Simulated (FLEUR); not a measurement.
**TaRu: energy against a fixed spin moment**

How stiff is the moment of TaRu, and are there other minima?

Main program and level: FLEUR MaX-R8.1; PBEsol; all-electron FLAPW, Dirac cores, scalar-relativistic bands.

This is a report of a sequence of runs, with most program output left out.

## (1) Starting point

Symmetry: Pm-3m, No. 221, cubic system. The conventional cell has a = 3.187 Å, b = 3.187 Å, c = 3.187 Å, α = 90.00°, β = 90.00°, γ = 90.00°. Nearest to Ta lie 8 Ru at 2.76 Å. Ru has 8 Ta at 2.76 Å nearest. Farther neighbours are not listed.

Structure file:

```cif
data_structure
_symmetry_space_group_name_H-M 'Pm-3m'
_symmetry_Int_Tables_number 221
_cell_length_a 3.1870
_cell_length_b 3.1870
_cell_length_c 3.1870
_cell_angle_alpha 90.000
_cell_angle_beta 90.000
_cell_angle_gamma 90.000
_cell_volume 32.37
loop_
_atom_site_label
_atom_site_type_symbol
_atom_site_symmetry_multiplicity
_atom_site_Wyckoff_symbol
_atom_site_fract_x
_atom_site_fract_y
_atom_site_fract_z
_atom_site_occupancy
Ta1 Ta 1 b 0.50000 0.50000 0.50000 1
Ru1 Ru 1 a 0.00000 0.00000 0.00000 1
```

## (2) Unconstrained state

The free run tells which range of moments is worth scanning.

inpgen writes inp.xml from crystal.txt; cutoffs, mixing, functional, smearing and local orbitals are then set in the file. The k list default-1 (kpts.xml, not shown) is a Γ-centred 8×8×8 mesh; where the ranks do not divide the number of points, some are split in two of half the weight.

Input file inp.xml:

```
<?xml version="1.0" encoding="UTF-8" standalone="no"?>
<fleurInput fleurInputVersion="0.39">
   <comment>
      TaRu
   </comment>
   <calculationSetup>
      <cutoffs Kmax="3.6" Gmax="10.8" GmaxXC="10.8" numbands="0"/>
      <scfLoop itmax="90" minDistance="0.00002" maxIterBroyd="15" imix="Anderson" alpha="0.05" precondParam="0.0" spinf="2.0" sdNocoIR="T"/>
      <coreElectrons ctail="T" frcor="F" kcrel="0" coretail_lmax="0"/>
      <xcFunctional name="PBEs" relativisticCorrections="F"/>
      <magnetism jspins="2"/>
      <soc l_soc="F" theta="0.0" phi="0.0" spav="F"/>
      <expertModes spex="0" secvar="F"/>
      <geometryOptimization l_f="F" forcealpha="1.0" forcemix="BFGS" epsdisp="0.00001" epsforce="0.00001"/>
      <ldaU l_linMix="F" mixParam="0.05" spinf="1.0"/>
   </calculationSetup>
   <cell>
      <bzIntegration valenceElectrons="41.0" mode="hist" fermiSmearingEnergy="0.00293995">
         <kPointListSelection listName="default-1"/>
         <xi:include xmlns:xi="http://www.w3.org/2001/XInclude" href="kpts.xml"> </xi:include>
      </bzIntegration>
      <xi:include xmlns:xi="http://www.w3.org/2001/XInclude" href="sym.xml"> </xi:include>
      <bulkLattice scale="1.0">
         <bravaisMatrix>
            <row-1>    6.0225571591001996     0.0000000000000000     0.0000000000000000</row-1>
            <row-2>    0.0000000000000000     6.0225571591001996     0.0000000000000000</row-2>
            <row-3>    0.0000000000000000     0.0000000000000000     6.0225571591001996</row-3>
         </bravaisMatrix>
      </bulkLattice>
   </cell>
   <atomSpecies>
      <species name="Tantalum (Ta)" element="Ta" atomicNumber="73">
         <mtSphere radius="2.54" gridPoints="839" logIncrement="0.016"/>
         <atomicCutoffs lmax="10" lnonsphr="8"/>
         <electronConfig flipSpins="F">
            <coreConfig>(1s1/2) (2s1/2) (2p1/2) (2p3/2) (3s1/2) (3p1/2) (3p3/2) (4s1/2) (3d3/2) (3d5/2) (4p1/2) (4p3/2) (4d3/2) (4d5/2)</coreConfig>
            <valenceConfig>(5s1/2) (5p1/2) (5p3/2) (6s1/2) (4f5/2) (4f7/2) (5d3/2) (5d5/2)</valenceConfig>
            <stateOccupation state="(5d3/2)" spinUp="0.600000" spinDown="0.600000"/>
            <stateOccupation state="(5d5/2)" spinUp="0.900000" spinDown="0.900000"/>
         </electronConfig>
         <energyParameters s="6" p="6" d="5" f="5"/>
         <lo type="SCLO" l="0" n="5" eDeriv="0"/>
         <lo type="SCLO" l="1" n="5" eDeriv="0"/>
         <lo type="SCLO" l="3" n="4" eDeriv="0"/>
      </species>
      <species name="Ruthenium 1.500" element="Ru" atomicNumber="44">
         <mtSphere radius="2.54" gridPoints="839" logIncrement="0.015"/>
         <atomicCutoffs lmax="10" lnonsphr="8"/>
         <electronConfig flipSpins="F">
            <coreConfig>(1s1/2) (2s1/2) (2p1/2) (2p3/2) (3s1/2) (3p1/2) (3p3/2) (4s1/2) (3d3/2) (3d5/2)</coreConfig>
            <valenceConfig>(4p1/2) (4p3/2) (5s1/2) (4d3/2) (4d5/2)</valenceConfig>
            <stateOccupation state="(5s1/2)" spinUp="0.5" spinDown="0.5"/>
            <stateOccupation state="(4d3/2)" spinUp="1.4" spinDown="1.4"/>
            <stateOccupation state="(4d5/2)" spinUp="2.85" spinDown="1.35"/>
         </electronConfig>
         <energyParameters s="5" p="5" d="4" f="4"/>
         <lo type="SCLO" l="1" n="4" eDeriv="0"/>
      </species>
   </atomSpecies>
   <atomGroups>
      <atomGroup species="Tantalum (Ta)">
         <relPos label="                   1">1.000/2.000 1.000/2.000 1.000/2.000</relPos>
         <force calculate="T" relaxXYZ="TTT"/>
      </atomGroup>
      <atomGroup species="Ruthenium 1.500">
         <relPos label="                   2">.0000000000 .0000000000 .0000000000</relPos>
         <force calculate="T" relaxXYZ="TTT"/>
      </atomGroup>
   </atomGroups>
   <output dos="F" band="F" slice="F">
      <bandDOS minEnergy="-.5*Htr" maxEnergy="0.5*Htr" sigma="0.015" storeEVData="T"/>
      <plotting iplot="0" polar="F">
         <plot TwoD="T" vec1="  1.0  0.0  0.0" vec2="  0.0  1.0  0.0" vec3="  0.0  0.0  1.0" zero="  0.0  0.0  0.0" file="plot"/>
      </plotting>
      <moessbauerParams electricFieldGradient="F" isomerShift="F" coreHyperfine="F" valenceHyperfine="F"/>
   </output>
</fleurInput>
```

Input file crystal.txt:

```
TaRu
&input film=F cartesian=F /
3.18700000000  0.00000000000  0.00000000000
0.00000000000  3.18700000000  0.00000000000
0.00000000000  0.00000000000  3.18700000000
1.8897261246
1.0 1.0 1.0

2
73 0.50000000000  0.50000000000  0.50000000000
44 0.00000000000  0.00000000000  0.00000000000 : 1.500

&kpt div1=8 div2=8 div3=8 gamma=T /
```

Run with:

```sh
> OMP_NUM_THREADS=1 inpgen -f crystal.txt > inpgen.log  # inp.xml is then edited as shown
> OMP_NUM_THREADS=1 mpirun -n 4 fleur_MPI > fleur.log
```

Elapsed: 27 s, on 4 MPI ranks of Arm Neoverse V1, shared host; peak memory 0.23 GiB.

This step gave:

| Property | Result |
| --- | --- |
| free energy | -548338.4899 eV |
| program's band gap on this mesh (in a metal only a level spacing) | 3.90e-6 eV |
| final state | non-magnetic |

After 36 cycles the seed has died away: no moment is left.

## (3) No spin polarisation

inp.xml, as its differences from that of step 2:

```diff
@@ -10,3 +10,3 @@
       <xcFunctional name="PBEs" relativisticCorrections="F"/>
-      <magnetism jspins="2"/>
+      <magnetism jspins="1"/>
       <soc l_soc="F" theta="0.0" phi="0.0" spav="F"/>
@@ -45,3 +45,3 @@
       </species>
-      <species name="Ruthenium 1.500" element="Ru" atomicNumber="44">
+      <species name="Ruthenium (Ru)" element="Ru" atomicNumber="44">
          <mtSphere radius="2.54" gridPoints="839" logIncrement="0.015"/>
@@ -51,5 +51,5 @@
             <valenceConfig>(4p1/2) (4p3/2) (5s1/2) (4d3/2) (4d5/2)</valenceConfig>
-            <stateOccupation state="(5s1/2)" spinUp="0.5" spinDown="0.5"/>
-            <stateOccupation state="(4d3/2)" spinUp="1.4" spinDown="1.4"/>
-            <stateOccupation state="(4d5/2)" spinUp="2.85" spinDown="1.35"/>
+            <stateOccupation state="(5s1/2)" spinUp="0.500000" spinDown="0.500000"/>
+            <stateOccupation state="(4d3/2)" spinUp="1.400000" spinDown="1.400000"/>
+            <stateOccupation state="(4d5/2)" spinUp="2.100000" spinDown="2.100000"/>
          </electronConfig>
@@ -64,3 +64,3 @@
       </atomGroup>
-      <atomGroup species="Ruthenium 1.500">
+      <atomGroup species="Ruthenium (Ru)">
          <relPos label="                   2">.0000000000 .0000000000 .0000000000</relPos>
```

crystal.txt, as its differences from that of step 2:

```diff
@@ -10,3 +10,3 @@
 73 0.50000000000  0.50000000000  0.50000000000
-44 0.00000000000  0.00000000000  0.00000000000 : 1.500
+44 0.00000000000  0.00000000000  0.00000000000
```

The job ended after 9.3 s (4 MPI ranks; peak memory 0.21 GiB; 37 s of CPU time).

Read from the output:

```yaml
free_energy: -548338.4899 eV
program_s_band_gap_on_this_mesh_in_a_metal_only_a_level_spacing: 0.03776 eV
final_state: non-magnetic (no spin polarisation)
```

Its energy lies -0.0 meV a cell from the free run's.

## (4) Moment fixed at 0.1 μB

Two Fermi energies hold the total moment; the run starts from the free run's density.

inp.xml, as its differences from that of step 3:

```diff
@@ -10,3 +10,3 @@
       <xcFunctional name="PBEs" relativisticCorrections="F"/>
-      <magnetism jspins="1"/>
+      <magnetism jspins="2" fixed_moment="0.1"/>
       <soc l_soc="F" theta="0.0" phi="0.0" spav="F"/>
@@ -45,3 +45,3 @@
       </species>
-      <species name="Ruthenium (Ru)" element="Ru" atomicNumber="44">
+      <species name="Ruthenium 1.500" element="Ru" atomicNumber="44">
          <mtSphere radius="2.54" gridPoints="839" logIncrement="0.015"/>
@@ -51,5 +51,5 @@
             <valenceConfig>(4p1/2) (4p3/2) (5s1/2) (4d3/2) (4d5/2)</valenceConfig>
-            <stateOccupation state="(5s1/2)" spinUp="0.500000" spinDown="0.500000"/>
-            <stateOccupation state="(4d3/2)" spinUp="1.400000" spinDown="1.400000"/>
-            <stateOccupation state="(4d5/2)" spinUp="2.100000" spinDown="2.100000"/>
+            <stateOccupation state="(5s1/2)" spinUp="0.5" spinDown="0.5"/>
+            <stateOccupation state="(4d3/2)" spinUp="1.4" spinDown="1.4"/>
+            <stateOccupation state="(4d5/2)" spinUp="2.85" spinDown="1.35"/>
          </electronConfig>
@@ -64,3 +64,3 @@
       </atomGroup>
-      <atomGroup species="Ruthenium (Ru)">
+      <atomGroup species="Ruthenium 1.500">
          <relPos label="                   2">.0000000000 .0000000000 .0000000000</relPos>
```

Run with:

```sh
> OMP_NUM_THREADS=1 mpirun -n 4 fleur_MPI > fleur.log
```

It took 12 s on 4 MPI ranks; peak memory 0.23 GiB; 46 s of CPU time.

Read from the output:

```yaml
magnetization: 0.1 μB
```

Its energy lies +0.3 meV a cell from the free run's.

## (5) Moment fixed at 0.2 μB

inp.xml, as its differences from that of step 4:

```diff
@@ -10,3 +10,3 @@
       <xcFunctional name="PBEs" relativisticCorrections="F"/>
-      <magnetism jspins="2" fixed_moment="0.1"/>
+      <magnetism jspins="2" fixed_moment="0.2"/>
       <soc l_soc="F" theta="0.0" phi="0.0" spav="F"/>
```

Wall time 14 s (4 MPI ranks); peak memory 0.23 GiB; 56 s of CPU time.

This step gave:

| Quantity | Value |
| --- | --- |
| magnetization | 0.2 μB |

Its energy lies +1.5 meV a cell from the free run's.

## (6) Moment fixed at 0.3 μB

inp.xml, as its differences from that of step 5:

```diff
@@ -10,3 +10,3 @@
       <xcFunctional name="PBEs" relativisticCorrections="F"/>
-      <magnetism jspins="2" fixed_moment="0.2"/>
+      <magnetism jspins="2" fixed_moment="0.3"/>
       <soc l_soc="F" theta="0.0" phi="0.0" spav="F"/>
```

Wall time 14 s (4 MPI ranks); peak memory 0.23 GiB; 57 s of CPU time.

This step gave:

```
magnetization : 0.3 μB
```

Its energy lies +3.6 meV a cell from the free run's.

## (7) The curve

The other moments were run in the same way.

Energy over the lowest against total spin moment:

```csv
total spin moment (μB a cell),energy over the lowest (meV a cell)
0.000,0
0.000,3.0e-4
0.100,0.341
0.200,1.45
0.300,3.57
0.400,7.07
0.500,12.5
0.600,20.5
```

Moment, largest sphere moment against total spin moment:

```csv
total spin moment (μB a cell),"moment, largest sphere moment (μB)"
0.000,0
0.000,0
0.100,0.0789
0.200,0.156
0.300,0.230
0.400,0.299
0.500,0.365
0.600,0.426
```

## (8) Summary of results

| Quantity | Value |
| --- | --- |
| moment of the free run | 4.2e-6 μB a cell |
| moment of the lowest point | 0 μB a cell |
| energy of the spinless run | 0 meV a cell over the lowest |

The curve is lowest at zero moment. The free run fell to the same state without moments. Opposed orders, which also have no total moment, were not run.

[Logs and program files are shortened in this print: banners, set-up blocks, solver, clock and traceback lines can be left out without a mark of their own.]

[Logs are printed without paths, hosts, clocks, repeated set-up lines and the standing remarks that a program may print on its own settings, such as how far it seeks lower states.]

[Hosts, paths, dates, database ids (printed as entryN), source tags and the programs' standing remarks are cut or masked in the printed files.]

[Where a cell is said to come from a database of computed structures, the database is the Materials Project.]
